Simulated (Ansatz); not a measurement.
# ZrB (Fm-3m): from the cell to its phonons, part 2 of 2

How does ZrB (Fm-3m) vibrate, and is this structure a minimum?

Ansatz 0.2.0; DFT PBEsol, scalar-relativistic, plane waves, PAW; PAW set soft_1.

So far. Step 4 (Tight relaxation): The forces vanish by symmetry and the pressure is -0.002 GPa, within the tolerances set. The cell now holds 14.37 Å³/atom. Step 5 (Modes at Γ): Before it was imposed, the acoustic sum rule was missed by 2.5e-5 eV/Å². Small misses are needed for a sound result but don't prove that mesh and cutoff are converged. The lowest optical mode is real, 443 cm⁻¹. The relaxed cell has a = 4.863 Å (conventional setting).

**6. Phonons on a q mesh**

Stability and thermal properties need the whole zone. Linear response on a 4×4×4 q mesh gives force constants as far as a supercell of that size would.

input.yaml reads:

```yaml
crystal:
  lattice:
    - [0.0, 2.431305017, 2.431305017]
    - [2.431305017, 0.0, 2.431305017]
    - [2.431305017, 2.431305017, 0.0]
  atoms:
    - { symbol: Zr, position: [0.0, 0.0, 0.0] }
    - { symbol: B, position: [0.5, 0.5, 0.5] }
kpoints:
  mp_grid: { grid: [16, 16, 16] }
hamiltonian:
  xc: pbesol
  pseudopotentials: { kind: paw, azcp: { folder: soft_1 }, xc_functional: pbe }
scf:
  occupations: { method: methfessel_paxton, width: 0.2 }
output:
  eigenvalues: true
phonons:
  method: dfpt
  qmesh: [4, 4, 4]
  temperatures: { t_max: 1000, t_step: 50 }
  qpath:
    path:
      - [[0.0, 0.0, 0.0], [0.5, 0.0, 0.5], [0.625, 0.25, 0.625]]
      - [[0.375, 0.375, 0.75], [0.0, 0.0, 0.0], [0.5, 0.5, 0.5], [0.5, 0.25, 0.75], [0.5, 0.0, 0.5]]
    npoints: 10
```

Command:

```bash
$ ansatz run input.yaml --threads 4 --pin off --max-ram 10240MiB --backend cpu --events-out ev --progress --plain --runs-dir out
```

Numbers of over 12 decimals in the logs are rounded to 6 here.

The log of the run:

```text
[...]
Crystal: 2 atoms, lattice volume = 28.744 Å³
Basis set: ecut = 420 eV, 537 PW (Γ), exchange–correlation on 48×48×48 points (8 copies of the dense FFT grid, shifted against one another)
Bands: 12, of which v1, the nominal top of the filled ones, is band 8 counted from 1 (7 counted from 0)
Symmetry: 48 space group operations
k-points: 145 of 4096
[...]
SCF iter   1: F=—  HF=-4282.555317 eV  |F-HF|=—  |Δ(HF+E_count)|=         —  Δρ=5.60e-2  dr2=1.52e0  ethr=3.10e-3  ⟨swp⟩=5.0  Hψ=8672  notcnv=0
[...]
SCF iter   9: F=-4282.130279 eV  HF=-4282.130279 eV  |F-HF|=1.82e-12  |Δ(HF+E_count)|=  5.46e-12  S|Δr|=    0.00e0  Δρ=2.27e-8  dr2=1.72e-13  ethr=1.00e-12  ⟨swp⟩=5.6  Hψ=6227  notcnv=0
SCF 1 converged in 9 iterations: F = -4282.130279 eV  dr2 = 1.72e-13
[...]
phonons: the bands overlap, so this run is a metal and interpolates without the dipole-dipole term. If the crystal is really an insulator or semiconductor, its LO-TO splitting is missing
NSCF: frozen V_eff on 145 k-points
[...]
DFPT response loops at q = (0, 0, 0) (fractional): preconditioner auto → Kerker (q_TF=auto, 2.448 Å⁻¹) (partly filled bands, converged f_vac=0.000); β = 1.00, the filter's whole step (`scf.mixing.beta` (0.50) is not read by the response loops under this deck's `scf.mixing.preconditioner`; to damp them name `kerker` or `kerker_dos`, under which they read `scf.mixing.beta`, and type it under 1.00, their step now; both keys bind the ground state too); Broyden in place of MSR1
[...]
SCF converged after 9 iterations
[...]
Free energy (F): -4282.130279 eV
[...]
Internal energy: -4282.131182 eV  (E = F + TS)
E sigma→0 (E₀):  -4282.130505 eV
Entropy (-TS):   0.000903 eV (0.451 meV/atom)
Fermi energy:    12.384708 eV
[...]
--- Band table (eV; the first three rows and the last of 145) ---
  k-point 0: bands = [... 4 lower, 4.3088, 14.1325, 14.1325, 14.1325, 15.6124, 15.6124, 15.9087, 15.9087]
  k-point 1: bands = [... 4 lower, 4.3996, 13.8316, 14.0902, 14.0902, 14.9101, 14.9101, 16.0475, 16.8332]
  k-point 2: bands = [... 4 lower, 4.6651, 13.1558, 13.6211, 13.6211, 14.7497, 14.7497, 16.2898, 17.9940]
  k-point 144: bands = [... 4 lower, 7.0601, 11.3211, 11.3211, 11.4877, 16.9463, 16.9463, 18.3005, 19.4241]
--- Phonons (Γ-DFPT): 2 representative perturbations + reference (Σ response iterations 6) ---
  ASR residual: 2.438e-5 → 0.000e0 eV/Å²; symmetrization residual: 4.786e-7 eV/Å²
  ASR residual per site (eV/Å²): 2.44e-5 3.34e-6
  Γ frequencies (cm⁻¹): 0.00 0.00 0.00 442.85 442.85 442.85
--- Phonons (arbitrary-q DFPT): 8 irreducible q on the 4×4×4 mesh ---
  q = [0.0000, 0.0000, 0.0000] (star 1, of the zone-centre solve; hermiticity 1.37e-7, symmetrization 7.19e-14): -0.00 0.00 0.00 442.85 442.85 442.85
  q = [0.0000, 0.0000, 0.2500] (star 8, 2 solved perturbations on 2176 of 4096 k-point pairs; hermiticity 7.73e-8, symmetrization 5.31e-14): 131.14 131.14 172.94 451.18 451.18 476.31
[...]
q = [0.0000, 0.2500, 0.2500] (star 6, 4 solved perturbations in 3616 linear systems a pass and spin channel, the states on 1160 of 4096 k-point pairs; hermiticity 1.22e-7, symmetrization 1.94e-14): 98.83 98.83 200.33 454.31 469.51 469.51
[...]
sum rule: each row above includes the acoustic sum rule's correction from the zone centre's row sums; it moved no ω² by more than (0.29 cm⁻¹)²
  mesh force constants: q→R imaginary residual 3.19e-18; ASR residual 2.438e-5 → 0.000e0 eV/Å²; symmetrization residual 1.421e-14 eV/Å²
  interpolated dispersion: 62 rows × 6 modes
  density of states and harmonic sums: on the 24×24×24 q-mesh, interpolated from the force constants of a 4×4×4 supercell (no non-analytic term)
  largest difference from the sums on the solved wave vectors: F 1.13e-2 eV, S 1.53e-5 and C_V 4.02e-6 eV/K
  zero-point energy: 0.118150 eV/cell   skipped modes (ω ≤ 0): 3   left out of the sums: 3.62e-5 of the cell's modes: C_V's classical limit lies that fraction below 3 k_B per atom; for a crystal, a wire or a layer, F and S can be off by more, and a phonons.interpolated_qmesh denser along its periods is the remedy for the sampling
```

Wall time 3.1 min (4 threads of Arm Neoverse V2, shared host); peak memory 3.1 GiB; 12 min of CPU time.

Numbers from this step:

```yaml
sum_rule_residual_before_enforcement: 2.44e-5 eV/Å²
lowest_frequency_on_the_path: 0 cm⁻¹
highest_frequency_on_the_path_or_at_a_solved_wavevector: 536.8 cm⁻¹
mean_frequency: 317.7 cm⁻¹
debye_temperature_second_moment: 650 K
logarithmic_mean_frequency: 279.4 cm⁻¹
lowest_mode_on_the_q_mesh_acoustic_modes_at_gamma_apart: 98.83 cm⁻¹
zero_point_energy_per_atom: 59.08 meV
heat_capacity_at_300_k: 20.17 J/(mol atoms K)
vibrational_entropy_at_300_k: 20.28 J/(mol atoms K)
edges_of_the_widest_gap_between_branches_on_path_and_mesh: 217.7, 409.8 cm⁻¹
```

Frequencies (cm⁻¹) solved at each irreducible wavevector; negative means imaginary. Frequencies by wavevector, by row:

| q in reciprocal lattice units | star | mode 1 | mode 2 | mode 3 | mode 4 | mode 5 | mode 6 |
| --- | --- | --- | --- | --- | --- | --- | --- |
| 0 0 0 | 1 | 0 | 0 | 0 | 442.9 | 442.9 | 442.9 |
| 0 0 0.25 | 8 | 131.1 | 131.1 | 172.9 | 451.2 | 451.2 | 476.3 |
| 0 0 -0.5 | 4 | 198.8 | 199.8 | 199.8 | 424.3 | 424.3 | 466.7 |
| 0 0.25 0.25 | 6 | 98.8 | 98.8 | 200.3 | 454.3 | 469.5 | 469.5 |
| 0 0.25 -0.5 | 24 | 171.4 | 183.2 | 210.4 | 444.1 | 454.8 | 505.9 |
| 0 0.25 -0.25 | 12 | 148.9 | 196.3 | 198.3 | 410.3 | 457 | 481.9 |
| 0 -0.5 -0.5 | 3 | 156.5 | 156.5 | 217.7 | 442.5 | 442.5 | 536.8 |
| 0.25 -0.5 -0.25 | 6 | 188.4 | 188.4 | 196.6 | 413.4 | 487.6 | 487.6 |

Interpolated from a 4×4×4 q mesh. The phonon branches at the labelled points (cm⁻¹):

| point | branch 1 | branch 2 | branch 3 | branch 4 | branch 5 | branch 6 |
| --- | --- | --- | --- | --- | --- | --- |
| Γ | 0 | 0 | 0 | 443 | 443 | 443 |
| halfway | 99 | 99 | 200 | 454 | 470 | 470 |
| X | 156 | 156 | 218 | 442 | 442 | 537 |
| halfway | 161 | 170 | 216 | 441 | 449 | 532 |
| U | 175 | 189 | 206 | 432 | 460 | 516 |
| jump to K | 175 | 189 | 206 | 432 | 460 | 516 |
| halfway | 110 | 171 | 191 | 425 | 458 | 480 |
| Γ | 0 | 0 | 0 | 443 | 443 | 443 |
| halfway | 131 | 131 | 173 | 451 | 451 | 476 |
| L | 199 | 200 | 200 | 424 | 424 | 467 |
| halfway | 184 | 194 | 203 | 422 | 458 | 493 |
| W | 188 | 188 | 197 | 413 | 488 | 488 |
| halfway | 167 | 178 | 212 | 432 | 459 | 524 |
| X | 156 | 156 | 218 | 442 | 442 | 537 |

The phonon branches as a text plot (rows in cm⁻¹):

```
    526 |         *********                                  ****
    503 |        *         *                          ***  **
    481 |       *           ********       *****   ***  ****
    459 |  *********   ***************   ****   ***  ***    ***
    436 |******     *******      ********    **** ***        ****
    414 |                  ******                **  ********
    391 |
    369 |
    347 |
    324 |
    302 |
    280 |
    257 |
    235 |
    212 |       ***********                         ****    *****
    190 |    ***        *********            *****************
    168 |             ***** *   **          * *             *****
    145 |   *    *****       **  ***       * *
    123 |       *              *          * *
    101 |  *   *                * ***      *
     78 |    **                  *  *    **
     56 | * *                     ****   *
     34 |  *                         *  *
     11 |**                           **
         Γ           X  U|K            Γ         L        W     X
```

Tetrahedra on a 24×24×24 mesh, mean over bins of 5 cm-1. Interpolated from a 4×4×4 q mesh. Phonon density of states against wavenumber; read off at these points:

| wavenumber (cm⁻¹) | phonon density of states (1/cm⁻¹/cell) |
| --- | --- |
| 2 | 0 |
| 18 | 7.0e-5 |
| 32 | 4.1e-4 |
| 48 | 0.001 |
| 62 | 0.00178 |
| 72 | 0.00241 |
| 88 | 0.00346 |
| 102 | 0.00476 |
| 118 | 0.00641 |
| 132 | 0.00881 |
| 148 | 0.0131 |
| 162 | 0.0251 |
| 178 | 0.0335 |
| 192 | 0.0562 |
| 202 | 0.0683 |
| 218 | 0.00618 |
| 232 | 0 |
| 248 | 0 |
| 262 | 0 |
| 278 | 0 |
| 292 | 0 |
| 308 | 0 |
| 322 | 0 |
| 338 | 0 |
| 348 | 0 |
| 362 | 0 |
| 378 | 0 |
| 392 | 0 |
| 408 | 5.0e-5 |
| 422 | 0.0307 |
| 438 | 0.0325 |
| 442 | 0.0372 |
| 452 | 0.0294 |
| 462 | 0.0479 |
| 468 | 0.0374 |
| 478 | 0.0420 |
| 492 | 0.0238 |
| 508 | 0.0102 |
| 522 | 0.00558 |
| 538 | 3.6e-4 |

Phonopy on the run's constants, 21x21x21 mesh, Gaussian sigma 4.1 cm-1. Interpolated from a 4×4×4 q mesh. Table of partial phonon density of states by wavenumber; read off at these points; values in 1/cm⁻¹/cell:

| wavenumber (cm⁻¹) | B | Zr |
| --- | --- | --- |
| 0 | 0 | 2.8e-5 |
| 20 | 2.3e-5 | 1.7e-4 |
| 40 | 8.7e-5 | 7.5e-4 |
| 60 | 1.7e-4 | 0.00147 |
| 80 | 2.5e-4 | 0.00225 |
| 100 | 4.2e-4 | 0.00391 |
| 120 | 5.7e-4 | 0.00589 |
| 140 | 8.3e-4 | 0.00976 |
| 160 | 0.00163 | 0.0217 |
| 180 | 0.00173 | 0.0347 |
| 200 | 9.5e-4 | 0.0593 |
| 220 | 1.5e-4 | 0.00489 |
| 240 | 0 | 0 |
| 260 | 0 | 0 |
| 280 | 0 | 0 |
| 300 | 0 | 0 |
| 320 | 0 | 0 |
| 340 | 0 | 0 |
| 360 | 0 | 0 |
| 380 | 0 | 0 |
| 400 | 3.8e-5 | 0 |
| 420 | 0.0260 | 3.5e-4 |
| 440 | 0.0321 | 0.00160 |
| 460 | 0.0415 | 0.00258 |
| 480 | 0.0338 | 0.00203 |
| 500 | 0.0147 | 6.4e-4 |
| 520 | 0.00603 | 2.3e-4 |
| 540 | 4.8e-4 | 1.5e-5 |
| 560 | 0 | 0 |

Second derivatives of the energy by pair, one row for each kind of neighbour of each atom listed. Each entry sums the pair over the periodic images of the supercell that the q mesh stands for, and in a polar crystal it holds the long-range dipole part too. Force constants by pair, by row:

| atom | neighbour | distance (Å) | third of the trace (eV/Å²) | along the pair's line (eV/Å²) |
| --- | --- | --- | --- | --- |
| Zr1 | itself | 0 | 13.55 | – |
| Zr1 | B | 2.431 | -1.196 | -3.219 |
| Zr1 | Zr | 3.438 | -0.4522 | -0.8646 |
| Zr1 | B | 4.211 | -0.0387 | -0.1617 |
| Zr1 | Zr | 4.863 | -0.0101 | 0.0134 |
| Zr1 | B | 5.437 | -0.0174 | -0.0864 |
| Zr1 | Zr | 5.955 | -0.0015 | -0.0518 |
| Zr1 | Zr | 6.877 | -0.0063 | -0.0527 |
| Zr1 | B | 7.294 | 0.0379 | 0.0684 |
| B2 | itself | 0 | 8.125 | – |
| B2 | Zr | 2.431 | -1.196 | -3.219 |
| B2 | B | 3.438 | -0.0628 | -0.3957 |
| B2 | Zr | 4.211 | -0.0387 | -0.1617 |
| B2 | B | 4.863 | 0.046 | 0.2106 |
| B2 | Zr | 5.437 | -0.0174 | -0.0864 |
| B2 | B | 5.955 | -0.0183 | -9.00e-4 |
| B2 | B | 6.877 | -0.0113 | 0.0218 |
| B2 | Zr | 7.294 | 0.0379 | 0.0684 |

Harmonic thermodynamic functions per atom, from the density of states. Interpolated from a 4×4×4 q mesh. Thermodynamic functions, by row:

| T (K) | F_vib (meV/atom) | S (J/mol-atom/K) | C_V (J/mol-atom/K) |
| --- | --- | --- | --- |
| 0 | 59.08 | 0 | 0 |
| 50 | 58.98 | 0.806 | 2.428 |
| 100 | 57.71 | 4.36 | 8.302 |
| 200 | 48.77 | 12.84 | 16.29 |
| 300 | 31.48 | 20.28 | 20.17 |
| 400 | 7.2 | 26.37 | 22.02 |
| 500 | -22.81 | 31.4 | 22.99 |
| 600 | -57.61 | 35.64 | 23.56 |
| 700 | -96.49 | 39.3 | 23.91 |
| 800 | -138.9 | 42.51 | 24.14 |
| 900 | -184.5 | 45.37 | 24.31 |
| 1000 | -232.9 | 47.93 | 24.43 |

Harmonic mean-square displacement, third of the trace. Interpolated from a 4×4×4 q mesh. Mean square displacements, by row:

| T (K) | Zr1 U_eq (Å²) | B2 U_eq (Å²) |
| --- | --- | --- |
| 0 | 0.0011 | 0.00376 |
| 100 | 0.00147 | 0.00405 |
| 300 | 0.00336 | 0.00603 |
| 600 | 0.00651 | 0.01036 |

Symmetry leaves 8 wavevectors to solve. The lowest mode among them, the acoustic zeros apart, lies at q = (0, 0.25, 0.25) and is real, 98.8 cm⁻¹.

**7. Another isotope, element B, natural mass 10.81 amu**

An isotope changes the mass and not the force constants, so no new electronic calculation is needed; the shifts show which modes move this element.

The same force constants with the mass of B changed from 10.810 to 10.013 u (phonopy, no LO-TO term). Both lists are sorted by frequency; levels can cross, so a row need not hold one and the same mode. Modes under 3 cm⁻¹ are left out. Isotope shifts, by row:

| q | rank | natural mass (cm⁻¹) | changed mass (cm⁻¹) |
| --- | --- | --- | --- |
| 0 0 0 | 4 | 442.9 | 458.3 |
| 0 0 0 | 5 | 442.9 | 458.3 |
| 0 0 0 | 6 | 442.9 | 458.3 |
| 0 0 0.25 | 1 | 131.1 | 131.5 |
| 0 0 0.25 | 2 | 131.1 | 131.5 |
| 0 0 0.25 | 3 | 172.9 | 173.3 |
| 0 0 0.25 | 4 | 451.2 | 467.5 |
| 0 0 0.25 | 5 | 451.2 | 467.5 |
| 0 0 0.25 | 6 | 476.3 | 493.9 |
| 0 0 -0.5 | 1 | 198.8 | 198.8 |
| 0 0 -0.5 | 2 | 199.8 | 199.8 |
| 0 0 -0.5 | 3 | 199.8 | 199.8 |
| 0 0 -0.5 | 4 | 424.3 | 440.9 |
| 0 0 -0.5 | 5 | 424.3 | 440.9 |
| 0 0 -0.5 | 6 | 466.7 | 484.9 |
| 0 0.25 0.25 | 1 | 98.83 | 99.19 |
| 0 0.25 0.25 | 2 | 98.83 | 99.19 |
| 0 0.25 0.25 | 3 | 200.3 | 200.3 |
| 0 0.25 0.25 | 4 | 454.3 | 472 |
| 0 0.25 0.25 | 5 | 469.5 | 486.1 |
| 0 0.25 0.25 | 6 | 469.5 | 486.1 |

A mode of this element alone would shift by +3.90 %. The highest zone-centre frequency without the field goes from 442.9 to 458.3 cm⁻¹ (+3.5 %). The product of the frequency ratios over all optical modes at Γ is 1.109; the product rule, (m/m′)^(3k/2) (M′/M)^(3/2) with k = 1 such atoms and M the mass of the cell, gives 1.109.

**8. Isotope substitution, element Zr, natural mass 91.222 amu**

The same for Zr, from 91.22 to 95.91 u.

The same force constants with the mass of Zr changed from 91.222 to 95.908 u (phonopy, no LO-TO term). Both lists are sorted by frequency; levels can cross, so a row need not hold one and the same mode. Modes under 3 cm⁻¹ are left out. Isotope shifts, by row:

| q | rank | natural mass (cm⁻¹) | changed mass (cm⁻¹) |
| --- | --- | --- | --- |
| 0 0 0 | 4 | 442.9 | 441.7 |
| 0 0 0 | 5 | 442.9 | 441.7 |
| 0 0 0 | 6 | 442.9 | 441.7 |
| 0 0 0.25 | 1 | 131.1 | 128.1 |
| 0 0 0.25 | 2 | 131.1 | 128.1 |
| 0 0 0.25 | 3 | 172.9 | 168.9 |
| 0 0 0.25 | 4 | 451.2 | 450.4 |
| 0 0 0.25 | 5 | 451.2 | 450.4 |
| 0 0 0.25 | 6 | 476.3 | 475.7 |
| 0 0 -0.5 | 1 | 198.8 | 193.9 |
| 0 0 -0.5 | 2 | 199.8 | 194.8 |
| 0 0 -0.5 | 3 | 199.8 | 194.8 |
| 0 0 -0.5 | 4 | 424.3 | 424.3 |
| 0 0 -0.5 | 5 | 424.3 | 424.3 |
| 0 0 -0.5 | 6 | 466.7 | 466.7 |
| 0 0.25 0.25 | 1 | 98.83 | 96.62 |
| 0 0.25 0.25 | 2 | 98.83 | 96.62 |
| 0 0.25 0.25 | 3 | 200.3 | 195.4 |
| 0 0.25 0.25 | 4 | 454.3 | 454.3 |
| 0 0.25 0.25 | 5 | 469.5 | 468.4 |
| 0 0.25 0.25 | 6 | 469.5 | 468.4 |

A mode of this element alone would shift by -2.47 %. The highest zone-centre frequency without the field goes from 442.9 to 441.7 cm⁻¹ (-0.3 %). The product of the frequency ratios over all optical modes at Γ is 0.992; the product rule, (m/m′)^(3k/2) (M′/M)^(3/2) with k = 1 such atoms and M the mass of the cell, gives 0.992.

**9. Outcome**

```json
{
  "space group after relaxation (within 0.01 Å)": "Fm-3m",
  "volume per atom": "14.4 Å³",
  "electronic character": "no gap on this mesh",
  "highest optical mode at the zone centre (no LO-TO term)": "443 cm⁻¹",
  "lowest optical zone-centre mode": "443 cm⁻¹",
  "lowest mode on the q mesh (acoustic modes at Γ apart)": "98.8 cm⁻¹",
  "highest frequency on the path or at a solved wavevector": "537 cm⁻¹",
  "zero-point energy per atom": "59.1 meV",
  "heat capacity at 300 K": "20.2 J/(mol atoms K)",
  "vibrational entropy at 300 K": "20.3 J/(mol atoms K)",
  "Debye temperature (second moment)": "650 K",
  "imaginary modes on the 4×4×4 q mesh": "none"
}
```

What this shows: The structure is a minimum as far as tested: no mode is imaginary at the 8 irreducible wavevectors of the 4×4×4 mesh, and the softest away from the acoustic zeros lies at 99 cm⁻¹. The optical modes at Γ form one degenerate level at 443 cm⁻¹. The highest mode in this list at Γ, 442.9 cm⁻¹, is mostly motion of B (89 % of the kinetic energy). On the path and the mesh, the widest gap between branches runs from 218 to 410 cm⁻¹. With no gap, or one that is small against the smearing, the frequencies hang on the k mesh and the smearing, most of all near Kohn anomalies. The phonon runs are without spin polarisation, although the cell has an odd electron count. The PAW files were made for PBE and serve the other functionals too. These are harmonic frequencies at zero temperature: anharmonic shifts, linewidths and thermal expansion are left out.

[Logs are printed without paths, hosts, clocks, repeated set-up lines and the standing remarks that a program may print on its own settings, such as how far it seeks lower states.]

[Hosts, paths, dates, database ids (printed as entryN), source tags and the programs' standing remarks are cut or masked in the printed files.]
